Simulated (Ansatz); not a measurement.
# What GaC (built on the sites of a database entry of TlC) distorts into

Which phase does GaC (built on the sites of a database entry of TlC) fall into along its unstable mode, and how much energy does it gain?

Program: Ansatz 0.2.0. Level of theory: DFT PBEsol, scalar-relativistic, plane waves, norm-conserving pseudopotentials. Results are calculated unless marked as measured.

Report form: the programs' logs are mostly left out.

The structure was built from a prototype and need not be the compound's stable phase.

**1. Set-up**

Symmetry: Pm-3m, No. 221, cubic system. The conventional cell has a = 2.775 Å, b = 2.775 Å, c = 2.775 Å, α = 90.00°, β = 90.00°, γ = 90.00°. Nearest to Ga lie 8 C at 2.40 Å. Nearest to C lie 8 Ga at 2.40 Å. Farther neighbours are not listed.

**2. Response at finite wavevector**

The cell comes from relaxations at this level that are not shown. Stability and thermal properties need the whole zone. Linear response on a 4×4×4 q mesh gives force constants as far as a supercell of that size would.

Contents of input.yaml:

```yaml
crystal:
  lattice:
    - [2.7754559291, 0.0, 0.0]
    - [0.0, 2.7754559291, 0.0]
    - [0.0, 0.0, 2.7754559291]
  atoms:
    - { symbol: Ga, position: [0.0, 0.0, 0.0] }
    - { symbol: C, position: [0.5, 0.5, 0.5] }
kpoints:
  mp_grid: { grid: [16, 16, 16] }
hamiltonian:
  xc: pbesol
  pseudopotentials: { kind: nc }
scf:
  occupations: { method: methfessel_paxton, width: 0.15 }
output:
  eigenvalues: true
phonons:
  method: dfpt
  qmesh: [4, 4, 4]
  temperatures: { t_max: 1000, t_step: 50 }
  qpath:
    path:
      - [[0.0, 0.0, 0.0], [0.0, 0.5, 0.0], [0.5, 0.5, 0.0], [0.0, 0.0, 0.0], [0.5, 0.5, 0.5], [0.0, 0.5, 0.0]]
      - [[0.5, 0.5, 0.5], [0.5, 0.5, 0.0]]
    npoints: 10
```

Launch:

```
$ ansatz run input.yaml --threads 4 --pin off --max-ram 7168MiB --backend cpu --events-out ev --progress --plain --runs-dir out
```

Run time: 15 min. Hardware: 4 threads of Arm Neoverse V1, shared host; peak memory 4.6 GiB.

Numbers from this step:

* volume per atom: 10.69 Å³
* gap on the k-mesh: 0 eV
* sum-rule residual before enforcement: 1.65e-4 eV/Å²
* lowest frequency on the path: -561.0 cm⁻¹
* point group: m-3m
* highest frequency on the path or at a solved wavevector: 238.2 cm⁻¹
* highest optical mode at the zone centre (no LO-TO term): -138.7 cm⁻¹
* lowest optical zone-centre mode: -138.7 cm⁻¹
* lowest mode on the q mesh (acoustic modes at Γ apart): -556.6 cm⁻¹

Frequencies (cm⁻¹) solved at each irreducible wavevector; negative means imaginary. Frequencies by wavevector, by row:

```
q in reciprocal lattice units  star  mode 1  mode 2  mode 3  mode 4  mode 5  mode 6
                        0 0 0     1  -138.7  -138.7  -138.7       0       0       0
                     0 0 0.25     6  -191.8  -191.8  -165.5   -51.9   -51.9   138.2
                     0 0 -0.5     3  -327.6  -327.6   -71.8   -71.8     182   236.3
                  0 0.25 0.25    12  -346.9  -272.3  -195.4   -78.7   120.4   133.2
                  0 0.25 -0.5    12  -424.3  -313.7   -98.6   114.6   191.9   232.4
                  0 -0.5 -0.5     3  -450.9  -114.5   176.9   176.9   198.4   198.4
               0.25 0.25 0.25     8  -356.1  -233.2  -233.2   114.7   114.7   116.3
               0.25 0.25 -0.5    12  -374.1  -350.6    97.4   105.4   184.4   188.5
               0.25 -0.5 -0.5     6  -556.6    87.4     120     120   175.4   175.4
               -0.5 -0.5 -0.5     1  -249.1  -249.1  -249.1   174.7   174.7   174.7
```

Interpolated from a 4×4×4 q mesh. Phonon branches along the path, in cm⁻¹:

```
    point  branch 1  branch 2  branch 3  branch 4  branch 5  branch 6
        Γ      -139      -139      -139         0         0         0
  halfway      -192      -192      -166       -52       -52       138
        X      -328      -328       -72       -72       182       236
  halfway      -424      -314       -99       115       192       232
        M      -451      -114       177       177       198       198
  halfway      -347      -272      -195       -79       120       133
        Γ      -139      -139      -139         0         0         0
  halfway      -356      -233      -233       115       115       116
        R      -249      -249      -249       175       175       175
  halfway      -374      -351        97       105       184       188
        X      -328      -328       -72       -72       182       236
jump to R      -249      -249      -249       175       175       175
  halfway      -557        87       120       120       175       175
        M      -451      -114       177       177       198       198
```

Symmetry leaves 10 wavevectors to solve. The lowest mode among them, the acoustic zeros apart, lies at q = (0.25, -0.5, -0.5) and is imaginary, 556.6i cm⁻¹, so the energy falls along it. Between them the interpolated path dips to 561i cm⁻¹.

**3. The mode frozen in, largest atomic shift 0 Å**

The mode followed lies at q = (0, -0.5, -0.5) with frequency 450.8i cm⁻¹, one of the unstable modes though not the softest. At small amplitude the distorted cell has space group no. 129 by a symmetry search on the positions. The undistorted cell that holds it gives the zero of energy on the same k mesh.

System of this step: GaC (built on the sites of a database entry of TlC). The structure is cubic, space group Pm-3m (No. 221). The conventional cell has a = 2.775 Å, b = 2.775 Å, c = 2.775 Å, α = 90.00°, β = 90.00°, γ = 90.00°. Nearest to Ga lie 8 C at 2.40 Å. Nearest to C lie 8 Ga at 2.40 Å. Farther neighbours are not listed.

input.yaml, the sections that differ from step 2:

```yaml
crystal:
  lattice:
    - [-2.7754559291, 0.0, 0.0]
    - [0.0, -2.7754559291, -2.7754559291]
    - [0.0, -2.7754559291, 2.7754559291]
  atoms:
    - { symbol: Ga, position: [1.0, 0.5, 0.5] }
    - { symbol: Ga, position: [1.0, 0.0, 0.0] }
    - { symbol: C, position: [0.5, 0.0, 0.5] }
    - { symbol: C, position: [0.5, 0.5, 0.0] }
kpoints:
  mp_grid: { grid: [14, 10, 10] }
output:
  forces: true
  stress: true
  eigenvalues: true
# hamiltonian, scf: as in step 2
# phonons: removed
```

Wall time 7.5 s (4 threads); peak memory 0.65 GiB.

This step gave:

```yaml
pressure: 0.06858 GPa
energy_from_the_undistorted_cell: 0 meV/atom
```

The run ends at a pressure of 0.07 GPa.

**4. The mode frozen in, largest atomic shift 0.6 Å**

The atoms are moved along the unstable eigenvector, the largest shift by 0.6 Å, with the cell fixed.

Edit input.yaml of step 3 so:

```diff
@@ -8,4 +8,4 @@
     - { symbol: Ga, position: [1.0, 0.0, 0.0] }
-    - { symbol: C, position: [0.5, 0.0, 0.5] }
-    - { symbol: C, position: [0.5, 0.5, 0.0] }
+    - { symbol: C, position: [0.716180698, 0.0, 0.5] }
+    - { symbol: C, position: [0.283819302, 0.5, 0.0] }
 kpoints:
```

Elapsed: 8.1 s, on 4 threads; peak memory 0.65 GiB.

Numbers from this step:

- pressure: 3.688 GPa
- energy from the undistorted cell: -363.4 meV/atom

The energy, extrapolated to zero smearing, is -363.37 meV/atom against the undistorted cell.

The run ends at a pressure of 3.69 GPa, with forces up to 0.62 eV/Å.

**5. Energy along the mode, all amplitudes (two of the runs are shown above)**

An imaginary frequency means negative curvature, so the energy should fall and then rise again as anharmonic terms take over.

Numbers from this step:

```yaml
depth_at_the_lowest_point_sampled: 363.4 meV/atom
largest_atomic_shift_at_that_point: 0.6 Å
```

The energy from the parent by largest atomic shift:

| largest atomic shift (Å) | energy from the parent (meV/atom) |
| --- | --- |
| 0.000 | 0 |
| 0.040 | -3.73 |
| 0.080 | -15.0 |
| 0.140 | -43.3 |
| 0.220 | -97.2 |
| 0.320 | -182 |
| 0.450 | -286 |
| 0.600 | -363 |

Displacement at unit largest shift by atom:

```
atom  x (Å)  y (Å)  z (Å)  size
 Ga1   0.00   0.00   0.00  0.00
 Ga2   0.00   0.00   0.00  0.00
  C3  -1.00   0.00   0.00  1.00
  C4   1.00   0.00   0.00  1.00
```

The lowest of the steps tried is the last one, at 0.6 Å, 363 meV/atom below the parent; the bottom of the well need not coincide with a step.

**6. Relaxing from the distorted cell**

Starting from the lowest point found, all atoms and the cell are let go, so that strain and other modes of the same symmetry can join in.

Edit input.yaml of step 4 so:

```diff
@@ -21 +21,6 @@
   eigenvalues: true
+relax:
+  adjacent_minimum: "off"
+  f_tol: 0.002
+  max_steps: 120
+  cell: { stress_tol: 0.03 }
```

It took 75 s on 4 threads; peak memory 0.73 GiB; 4.9 min of CPU time.

Step by step:

```
step  energy less that of the first step (eV)  largest force component (eV/Å)  pressure (GPa)  volume (Å³)
   1                                   0.0000                          0.6165            3.69        42.76
   2                                  -0.1118                          0.2921           -1.28        44.62
   3                                  -0.1414                          0.1111           -1.32        44.59
   4                                  -0.1467                          0.0268           -0.23        44.17
   5                                  -0.1469                          0.0025           -0.03        44.16
   6                                  -0.1469                          0.0002            0.00        44.15
  7*                                  -0.1492                          0.0001            0.14        44.15
   8                                  -0.1492                          0.0002            0.00        44.18
  9*                                  -0.1492                          0.0001            0.00        44.18
```

Relaxation steps marked * repeat the geometry before them on a plane-wave basis chosen anew for their cell, so energy and pressure can jump there.

Forces are held to the 16 operations that the run works with; a distortion that breaks them can't arise in this run.

```
     cell as run  before  after  change
           a (Å)   2.775  2.684  -3.3 %
           b (Å)   3.925  4.057  +3.4 %
           c (Å)   3.925  4.057  +3.4 %
volume (Å³/atom)   10.69  11.04  +3.3 %
```

The atoms that moved most (Å, as changes of fractional coordinates times the final cell):

```csv
atom,dx,dy,dz,length
C4,0.167,0.000,0.000,0.167
C3,-0.167,0.000,0.000,0.167
```

The relaxed structure:

```xyz
4
Lattice="-2.6839 0.0000 0.0000 0.0000 -2.8689 -2.8689 0.0000 -2.8689 2.8689" Properties=species:S:1:pos:R:3 pbc="T T T"
Ga   -2.6839   -2.8689    0.0000
Ga   -2.6839    0.0000    0.0000
C    -2.0887   -1.4344    1.4344
C    -0.5952   -1.4344   -1.4344
```

Numbers from this step:

- pressure: 0.002398 GPa
- volume per atom: 11.04 Å³

The distorted start has space group P4/nmm; the relaxation ends in P4/nmm.

**7. The new phase in its own primitive cell**

The relaxed structure is symmetrised, reduced to its primitive cell and relaxed tightly, as its phonons need.

input.yaml, the sections that differ from step 6:

```yaml
crystal:
  lattice:
    - [4.0571740904, 0.0, 0.0]
    - [0.0, 4.0571740904, 0.0]
    - [0.0, 0.0, 2.6839107886]
  atoms:
    - { symbol: Ga, position: [0.5, 0.5, 0.0] }
    - { symbol: Ga, position: [0.0, 0.0, 0.0] }
    - { symbol: C, position: [0.0, 0.5, 0.7782277196] }
    - { symbol: C, position: [0.5, 0.0, 0.2217722804] }
kpoints:
  mp_grid: { grid: [10, 10, 14] }
relax:
  adjacent_minimum: "off"
  f_tol: 0.001
  max_steps: 60
  cell: { stress_tol: 0.01 }
# hamiltonian, scf, output: as in step 6
```

Run time: 21 s. Hardware: 4 threads; peak memory 0.73 GiB; 83 s of CPU time.

Little changed from the start: no atom moved by 0.005 Å and no cell edge by 0.1 %.

The largest force component left is 0.15 meV/Å and the pressure is 0.002 GPa, within the tolerances set. The cell now holds 11.04 Å³/atom.

**8. Modes of the new phase, k-mesh 10×10×14**

A relaxed structure may still be a saddle point, so its zone-centre modes are computed. No field response is asked, since the mesh shows no gap.

Edit input.yaml of step 7 so:

```diff
@@ -18,9 +18,4 @@
 output:
-  forces: true
-  stress: true
   eigenvalues: true
-relax:
-  adjacent_minimum: "off"
-  f_tol: 0.001
-  max_steps: 60
-  cell: { stress_tol: 0.01 }
+phonons:
+  method: dfpt
```

Run time: 2 min. Hardware: 4 threads; peak memory 2.9 GiB; 7.9 min of CPU time.

Numbers from this step:

- sum-rule residual before enforcement: 3.80e-5 eV/Å²
- point group: 4/mmm
- highest optical mode at the zone centre (no LO-TO term): 524.7 cm⁻¹
- lowest optical zone-centre mode: -42.18 cm⁻¹

Patterns of degenerate modes are one choice out of their space. Modes at Γ, with each element's share of the kinetic energy (negative means imaginary):

```csv
mode,frequency (cm⁻¹),symmetry,Ga %,C %
1,-42.2,B1g,100,0
2,0.0,acoustic,85,15
3,0.0,acoustic,85,15
4,0.0,acoustic,85,15
5,186.8,A2u,15,85
6,207.7,Eg,93,7
7,207.7,Eg,93,7
8,343.0,A1g,0,100
9,407.1,Eu,15,85
10,407.1,Eu,15,85
11,524.7,Eg,7,93
12,524.7,Eg,7,93
```

Displacements in mode 1 (-42.2 cm⁻¹), the largest set to 1:
```
Ga1  0.00  0.00  1.00
Ga2  0.00  0.00 -1.00
C3   0.00  0.00  0.00
C4   0.00  0.00  0.00
```

Displacements in mode 7 (207.7 cm⁻¹), the largest set to 1:
```
Ga1  0.00  1.00  0.00
Ga2  0.00 -1.00  0.00
C3   0.00 -0.68  0.00
C4   0.00  0.68  0.00
```

Before it was imposed, the acoustic sum rule was missed by 3.8e-5 eV/Å². Small misses are needed for a sound result but don't prove that mesh and cutoff are converged. The lowest optical mode is imaginary, 42.2i cm⁻¹, so the energy falls along it.

**9. The phases reached**

The phases reached along the modes that were followed are set side by side.

Energies are those of the first relaxation, on the mesh of the frozen mode; space group, volume and gap are those of the last relaxation. Phases, by row:

```csv
mode frozen in,space group,energy from parent (meV/atom),volume (Å³/atom),gap on mesh (eV),lowest zone-centre optical mode (cm⁻¹),largest shift (Å)
parent,Pm-3m,0,10.69,0,–,–
"q = (0.25, -0.5, -0.5), 557i cm⁻¹",I4/mmm,-369.6,11.45,0,–,0.672
"q = (0, -0.5, -0.5), 451i cm⁻¹",P4/nmm,-400.7,11.04,0,-42.2,0.747
```

**10. What came out**

| Property | Result |
| --- | --- |
| unstable mode of the parent | q = (0, -0.5, -0.5), 451i cm⁻¹ |
| depth at the lowest point sampled | 363 meV/atom |
| largest atomic shift at that point | 0.6 Å |
| space group reached (within 0.01 Å) | P4/nmm |
| energy gained over the parent (first relaxation, on the mesh of the frozen mode) | 401 meV/atom |
| volume per atom, phase reached | 11.0 Å³ |
| lowest optical zone-centre mode, phase reached | -42.2 cm⁻¹ |
| highest optical mode at the zone centre (no LO-TO term), phase reached | 525 cm⁻¹ |

In words: Along this mode the structure falls into P4/nmm, 401 meV/atom below the parent. At the parent's cell the well is 363.4 meV/atom deep on the steps tried, with its lowest point at a shift of 0.6 Å. That is the last step tried, so the steps alone don't bracket the bottom of the well. Relaxing atoms and cell changes the gain by +37.29 meV/atom against the lowest step (energies at zero smearing). The new phase still has an imaginary mode at the zone centre of its cell, so it is a saddle point on the way to a lower structure. Of the 2 patterns followed to their end from this parent, this one reaches the lowest energy. Each path keeps the symmetry of its pattern, so a lower phase may lie along a pattern not tried. With no gap, or one that is small against the smearing, the frequencies hang on the k mesh and the smearing, most of all near Kohn anomalies. The phonon runs are without spin polarisation, although the cell has an odd electron count. The starting cell was built on a prototype and not taken from a measurement, so the phase need not exist.

[Logs are printed without paths, hosts, clocks, repeated set-up lines and the standing remarks that a program may print on its own settings, such as how far it seeks lower states.]

[Hosts, paths, dates, database ids (printed as entryN), source tags and the programs' standing remarks are cut or masked in the printed files.]
